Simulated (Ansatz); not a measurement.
# MnAl2, from a guessed structure to a relaxed one, part 2 of 2

This structure for MnAl2 is made up. Its elements were placed in a known structure type with a cell scaled to their sizes. What cell does the guess relax to, and how far off was it?

Ansatz 0.2.0; DFT, PBEsol, plane-wave PAW, files of the set soft_1, scalar-relativistic, ferromagnetic start, cell and ions relaxed at zero pressure; PAW set soft_1 (the session's first sound run).

So far: The starting structure; Relaxation of the guess. The relaxed cell has a = 2.705, c = 6.086 Å (conventional setting).

### 3. Bands of the relaxed cell

A second self-consistent run takes a narrower smearing and the mesh shown in its input; the bands follow along the standard path of the relaxed lattice.

This step: DFT, PBEsol, plane-wave PAW, files of the set soft_1, scalar-relativistic, ferromagnetic start, bands and density of states at the relaxed cell; PAW set soft_1 (Ansatz 0.2.0).

input.yaml

```yaml
crystal:
  lattice:
    - [2.7053660786, 0.0, 0.0]
    - [0.0, 2.7053660786, 0.0]
    - [0.0, 0.0, 6.0859440661]
  atoms:
    - { symbol: Mn, position: [0.0, 0.0, 0.0], spin: 2.0 }
    - { symbol: Al, position: [0.5, 0.5, 0.7206194967] }
    - { symbol: Al, position: [0.5, 0.5, 0.2793805033] }
magnetization:
  spin_polarized: true
kpoints:
  mp_grid: { grid: [12, 12, 6] }
  band_path:
    path:
      - [[0.0, 0.0, 0.0], [0.0, 0.5, 0.0], [0.5, 0.5, 0.0], [0.0, 0.0, 0.0], [0.0, 0.0, 0.5], [0.0, 0.5, 0.5], [0.5, 0.5, 0.5], [0.0, 0.0, 0.5]]
      - [[0.0, 0.5, 0.0], [0.0, 0.5, 0.5]]
      - [[0.5, 0.5, 0.0], [0.5, 0.5, 0.5]]
    npoints: 8
scf:
  occupations: { method: fermi_dirac, width: 0.03 }
  n_extra_bands: 8
hamiltonian:
  xc: pbesol
  pseudopotentials: { kind: paw, azcp: { folder: soft_1 }, xc_functional: pbe }
output:
  forces: true
  stress: true
  write_bands: true
  dos: { projected: true }
  write_density: true
  write_potential: true
  elf: true
  volumetric_format: npy
```

Launch:

```console
> ansatz run input.yaml --threads 4 --pin off --max-ram 8192MiB --backend cpu --events-out ev --progress --plain --runs-dir out
```

Numbers of over 12 decimals in the logs are rounded to 6 here.

What it wrote:

```text
[...]
Crystal: 3 atoms, lattice volume = 44.543 Å³
Basis set: ecut = 420 eV, 889 PW (Γ), exchange–correlation on 40×40×90 points (8 copies of the dense FFT grid, shifted against one another)
Bands: 19, of which v1, the nominal top of the filled ones, is band 11 counted from 1 (10 counted from 0)
Symmetry: 16 space group operations
[...]
k-points: 112 of 864
[...]
Starting moments: Σ|m| = 2 μB on 1 of 3 sites
[...]
SCF iter   1: F=—  HF=-4918.463720 eV  |F-HF|=—  |Δ(HF+E_count)|=         —  Δρ=3.53e-2 (↑3.53e-2 ↓2.96e-2)  dr2=2.43e0  dr2_m=6.01e-2  M=1.747 μB ∫|m|=1.952 μB  β_m=0.30  ethr=3.10e-3  ⟨swp⟩=5.3  Hψ=21402  notcnv=0
[...]
SCF iter  11: F=-4918.221631 eV  HF=-4918.221631 eV  |F-HF|=6.31e-10  |Δ(HF+E_count)|=  9.47e-10  Δρ=1.18e-6 (↑5.90e-7 ↓1.18e-6)  dr2=9.18e-10  dr2_m=1.20e-10  M=1.912 μB ∫|m|=2.251 μB  ethr=1.81e-11  ⟨swp⟩=9.8  Hψ=25569  notcnv=0
SCF 1 converged in 11 iterations: F = -4918.221631 eV  dr2 = 9.18e-10
[...]
NSCF: frozen V_eff on 75 k-points
SCF converged after 11 iterations
Magnetization: 1.9118 μB (11.4559 up, 9.5441 down)
Absolute magnetization: 2.2507 μB (∫|ρ↑−ρ↓|, with the PAW one-centre terms)
[...]
Per-site moments (μB) at R_I (Å): [(1.983758, 1.055750), (-0.043189, 1.055750), (-0.043189, 1.055750)]
Free energy (F): -4918.221631 eV
[...]
Internal energy: -4918.217295 eV  (E = F + TS)
E sigma→0 (E₀):  -4918.219463 eV
Entropy (-TS):   -0.004336 eV (-1.445 meV/atom)
Fermi energy:    10.028930 eV
[...]
--- Forces (eV/Å), atoms counted from 1 ---
  atom   1  Mn    -0.00000000     0.00000000     0.00000000
  atom   2  Al     0.00000000     0.00000000    -0.00649754
  atom   3  Al     0.00000000     0.00000000     0.00649754
  max |Σ_I F_I| component: 1.73e-18 eV/Å
--- Stress (GPa, compression-positive) ---
        0.020756       0.000000       0.000000
        0.000000       0.020756       0.000000
        0.000000       0.000000       0.239416
  P = ⅓ Tr σ = 0.0936 GPa (0.936 kbar)
--- Band table (eV; the first three rows and the last of 224) ---
  k-point 0 ↑: bands = [... 7 lower, 7.5116, 8.4225, 9.1841, 9.1841, 9.7569, 15.0625, 17.7179, 18.9377, ... 4 higher]
  k-point 1 ↑: bands = [... 7 lower, 7.5122, 8.4407, 9.1835, 9.1835, 9.7569, 14.0635, 18.7705, 18.7711, ... 4 higher]
  k-point 2 ↑: bands = [... 7 lower, 7.5134, 8.5085, 9.1821, 9.1821, 9.7569, 12.6545, 18.5557, 19.4621, ... 4 higher]
  k-point 111 ↓: bands = [... 7 lower, 9.9346, 10.1070, 10.1070, 10.8930, 12.2799, 12.2799, 12.4489, 12.4552, ... 4 higher]
```

Elapsed: 5.2 s, on 4 threads of Arm Neoverse V1, shared host; peak memory 0.49 GiB; 19 s of CPU time.

In the SCF lines HF is the Harris–Foulkes energy and dr2 the Hartree energy of the density residual, in eV; the loop may stop once dr2 is under the threshold and the program's other checks hold. Hψ counts applications of the Hamiltonian.

Numbers from this step:

| Quantity | Value |
| --- | --- |
| free energy | -4918.2216 eV |
| energy at zero smearing | -4918.2195 eV |
| smearing term TS | 0.004336 eV |
| Fermi energy | 10.03 eV |
| magnetization | 1.912 μB |
| absolute magnetization | 2.251 μB |
| site moments | 1.984, -0.04319, -0.04319 μB |
| pressure | 0.09364 GPa |

From bands.tsv, the bands that come nearest the Fermi level along the path, at its corners, in eV from the Fermi level:

```tsv
point	band_8_up	band_9_up	band_10_up	band_11_up	band_7_dn	band_8_dn	band_9_dn	band_10_dn
Γ	-1.61	-0.84	-0.84	-0.27	-1.45	-0.40	1.07	1.07
X	-1.96	-1.28	-1.21	-0.60	-1.94	-1.20	-1.16	1.03
M	-0.80	-0.80	0.99	1.27	-0.78	-0.78	-0.37	1.35
Γ	-1.61	-0.84	-0.84	-0.27	-1.45	-0.40	1.07	1.07
Z	-1.45	-0.85	-0.85	-0.27	-1.44	-1.40	1.06	1.06
R	-1.95	-1.73	-1.28	-0.61	-3.64	-0.94	-0.70	1.03
A	-0.02	-0.02	0.95	0.99	-0.09	0.08	0.08	0.86
Z	-1.45	-0.85	-0.85	-0.27	-1.44	-1.40	1.06	1.06
X	-1.96	-1.28	-1.21	-0.60	-1.94	-1.20	-1.16	1.03
R	-1.95	-1.73	-1.28	-0.61	-3.64	-0.94	-0.70	1.03
M	-0.80	-0.80	0.99	1.27	-0.78	-0.78	-0.37	1.35
A	-0.02	-0.02	0.95	0.99	-0.09	0.08	0.08	0.86
```

Spin density in the ac plane at fractional y = 0.500, with atoms of Al within 0.2 Å of it.

Values in units of 1e-2 e/Å³, 24 rows by 14 columns, each cell a mean:
```
 0.8  0.9  0.9  0.7  0.0 -0.8 -1.4 -1.6 -1.4 -0.8  0.0  0.7  0.9  0.9
 0.4  0.5  0.5  0.3 -0.3 -1.0 -1.6 -1.8 -1.6 -1.0 -0.3  0.3  0.5  0.5
-0.1 -0.1 -0.1 -0.3 -0.7 -1.3 -1.8 -1.9 -1.8 -1.3 -0.7 -0.3 -0.1 -0.1
-0.8 -0.8 -0.8 -0.8 -1.0 -1.2 -1.4 -1.5 -1.4 -1.2 -1.0 -0.8 -0.8 -0.8
-1.2 -1.2 -1.2 -1.1 -0.9 -0.7 -0.6 -0.6 -0.6 -0.7 -0.9 -1.1 -1.2 -1.2
-1.4 -1.4 -1.4 -1.1 -0.7 -0.4 -0.2 -0.2 -0.2 -0.4 -0.7 -1.1 -1.4 -1.4
-1.4 -1.4 -1.3 -1.0 -0.6 -0.2 -0.1 -0.1 -0.1 -0.2 -0.6 -1.0 -1.3 -1.4
-1.0 -1.0 -1.0 -0.8 -0.5 -0.2 -0.1 -0.1 -0.1 -0.2 -0.5 -0.8 -1.0 -1.0
-0.7 -0.7 -0.7 -0.6 -0.5 -0.4 -0.3 -0.2 -0.3 -0.4 -0.5 -0.6 -0.7 -0.7
-0.5 -0.5 -0.5 -0.5 -0.5 -0.5 -0.5 -0.5 -0.5 -0.5 -0.5 -0.5 -0.5 -0.5
-0.4 -0.4 -0.4 -0.4 -0.5 -0.5 -0.6 -0.6 -0.6 -0.5 -0.5 -0.4 -0.4 -0.4
-0.3 -0.3 -0.4 -0.4 -0.5 -0.5 -0.6 -0.6 -0.6 -0.5 -0.5 -0.4 -0.4 -0.3
-0.3 -0.4 -0.4 -0.4 -0.5 -0.5 -0.6 -0.6 -0.6 -0.5 -0.5 -0.4 -0.4 -0.4
-0.5 -0.5 -0.5 -0.5 -0.5 -0.5 -0.5 -0.5 -0.5 -0.5 -0.5 -0.5 -0.5 -0.5
-0.7 -0.7 -0.7 -0.6 -0.5 -0.4 -0.3 -0.3 -0.3 -0.4 -0.5 -0.6 -0.7 -0.7
-1.0 -1.0 -0.9 -0.8 -0.5 -0.2 -0.1 -0.1 -0.1 -0.2 -0.5 -0.8 -0.9 -1.0
-1.3 -1.3 -1.2 -1.0 -0.5 -0.2 -0.1 -0.1 -0.1 -0.2 -0.5 -1.0 -1.2 -1.3
-1.4 -1.4 -1.4 -1.1 -0.7 -0.3 -0.2 -0.2 -0.2 -0.3 -0.7 -1.1 -1.4 -1.4
-1.3 -1.3 -1.3 -1.1 -0.9 -0.7 -0.5 -0.5 -0.5 -0.7 -0.9 -1.1 -1.3 -1.3
-0.9 -0.9 -0.9 -0.9 -1.0 -1.1 -1.2 -1.3 -1.2 -1.1 -1.0 -0.9 -0.9 -0.9
-0.3 -0.3 -0.3 -0.5 -0.8 -1.3 -1.7 -1.9 -1.7 -1.3 -0.8 -0.5 -0.3 -0.3
 0.3  0.4  0.4  0.2 -0.4 -1.1 -1.6 -1.9 -1.6 -1.1 -0.4  0.2  0.4  0.4
 0.7  0.8  0.9  0.6  0.0 -0.8 -1.4 -1.6 -1.4 -0.8  0.0  0.6  0.9  0.8
 0.9  1.0  1.1  0.9  0.2 -0.7 -1.3 -1.5 -1.3 -0.7  0.2  0.9  1.1  1.0
```
Columns run along a (2.7 Å), rows up along c (6.1 Å). Atoms in or near the plane, at fractional coordinates: Al at (0.50, 0.72), Al at (0.50, 0.28).

ELF of down spins in the ac plane at fractional y = 0.500, with atoms of Al within 0.2 Å of it. It is the smooth field of the valence electrons, not physical close to the nuclei.

Ten even steps from '0' (0.00) to '9' (0.92), each cell a mean:
```
55445566655445
55555666665555
66666666666666
77776432346777
88874100014788
88862013102688
88751028201578
77642000002467
66654322234566
55567777777655
44578999998754
44578999998754
44578999998754
45567888887655
55655433345565
76642000002466
77741027201477
88862015102688
88874100014788
88776422246778
77776655566777
55556666666555
55555566655555
44444556554444
```
Columns run along a (2.7 Å), rows up along c (6.1 Å). Atoms in or near the plane, at fractional coordinates: Al at (0.50, 0.72), Al at (0.50, 0.28).

Valence density in the ac plane at fractional y = 0.500, with atoms of Al within 0.2 Å of it. It is the smooth field of the valence electrons, not physical close to the nuclei.

Values in e/Å³, 24 rows by 14 columns, each cell a mean:
```
0.29 0.29 0.27 0.24 0.22 0.21 0.20 0.20 0.20 0.21 0.22 0.24 0.27 0.29
0.29 0.28 0.27 0.25 0.24 0.23 0.22 0.22 0.22 0.23 0.24 0.25 0.27 0.28
0.28 0.28 0.27 0.27 0.26 0.24 0.23 0.23 0.23 0.24 0.26 0.27 0.27 0.28
0.28 0.28 0.28 0.27 0.26 0.22 0.20 0.18 0.20 0.22 0.26 0.27 0.28 0.28
0.27 0.28 0.28 0.26 0.22 0.16 0.11 0.10 0.11 0.16 0.22 0.26 0.28 0.28
0.26 0.26 0.26 0.23 0.17 0.10 0.07 0.06 0.07 0.10 0.17 0.23 0.26 0.26
0.24 0.24 0.23 0.20 0.14 0.08 0.06 0.05 0.06 0.08 0.14 0.20 0.23 0.24
0.20 0.20 0.21 0.19 0.15 0.10 0.08 0.07 0.08 0.10 0.15 0.19 0.21 0.20
0.17 0.17 0.18 0.19 0.18 0.16 0.14 0.14 0.14 0.16 0.18 0.19 0.18 0.17
0.14 0.15 0.16 0.18 0.20 0.21 0.22 0.22 0.22 0.21 0.20 0.18 0.16 0.15
0.12 0.13 0.14 0.17 0.20 0.23 0.25 0.26 0.25 0.23 0.20 0.17 0.14 0.13
0.12 0.12 0.14 0.16 0.20 0.23 0.25 0.26 0.25 0.23 0.20 0.16 0.14 0.12
0.12 0.13 0.14 0.17 0.20 0.23 0.26 0.26 0.26 0.23 0.20 0.17 0.14 0.13
0.13 0.14 0.16 0.18 0.20 0.22 0.24 0.24 0.24 0.22 0.20 0.18 0.16 0.14
0.16 0.17 0.18 0.19 0.19 0.17 0.16 0.15 0.16 0.17 0.19 0.19 0.18 0.17
0.19 0.20 0.20 0.19 0.15 0.11 0.09 0.08 0.09 0.11 0.15 0.19 0.20 0.20
0.23 0.23 0.23 0.20 0.14 0.08 0.06 0.06 0.06 0.08 0.14 0.20 0.23 0.23
0.26 0.26 0.26 0.22 0.16 0.09 0.06 0.06 0.06 0.09 0.16 0.22 0.26 0.26
0.27 0.27 0.28 0.26 0.21 0.14 0.10 0.09 0.10 0.14 0.21 0.26 0.28 0.27
0.28 0.28 0.28 0.27 0.25 0.21 0.18 0.16 0.18 0.21 0.25 0.27 0.28 0.28
0.28 0.28 0.27 0.27 0.26 0.24 0.23 0.23 0.23 0.24 0.26 0.27 0.27 0.28
0.28 0.28 0.27 0.25 0.24 0.23 0.22 0.22 0.22 0.23 0.24 0.25 0.27 0.28
0.29 0.29 0.27 0.25 0.23 0.21 0.20 0.20 0.20 0.21 0.23 0.25 0.27 0.29
0.30 0.29 0.27 0.24 0.22 0.20 0.19 0.19 0.19 0.20 0.22 0.24 0.27 0.29
```
Columns run along a (2.7 Å), rows up along c (6.1 Å). Atoms in or near the plane, at fractional coordinates: Al at (0.50, 0.72), Al at (0.50, 0.28).

### 4. Results

| Item | Value |
| --- | --- |
| space group, relaxed | P4/mmm |
| conventional cell | a = 2.705, b = 2.705, c = 6.086 Å; α = 90.0°, β = 90.0°, γ = 90.0° |
| volume per atom | 14.85 Å³ (guess 15.58) |
| total moment | 1.87 μB in the cell of 3 atoms |

**Reading.** MnAl2 relaxes to P4/mmm with a = 2.705, b = 2.705 and c = 6.086 Å. The guessed volume was 5 % too large. The space group P4/mmm was held in the relaxation, so the end point is a stationary structure within it and may be a saddle against distortions or other arrangements. The input starts from parallel moments, and no other start was typed. Bands cross the Fermi level, so it is a metal or semimetal at this level. On the 12×12×6 mesh with the narrower smearing (relaxed on 9×9×5) the largest force component is 0.006 eV/Å and the largest stress component is 0.239 GPa, against the relaxation's thresholds of 0.015 eV/Å and 0.05 GPa. The cutoff wasn't tested. No dispersion term is used, so weakly bound directions may come out too long. Nothing here tests whether the compound is stable against decomposition.

[Logs are printed without paths, hosts, clocks, repeated set-up lines and the standing remarks that a program may print on its own settings, such as how far it seeks lower states.]

[Hosts, paths, dates, database ids (printed as entryN), source tags and the programs' standing remarks are cut or masked in the printed files.]
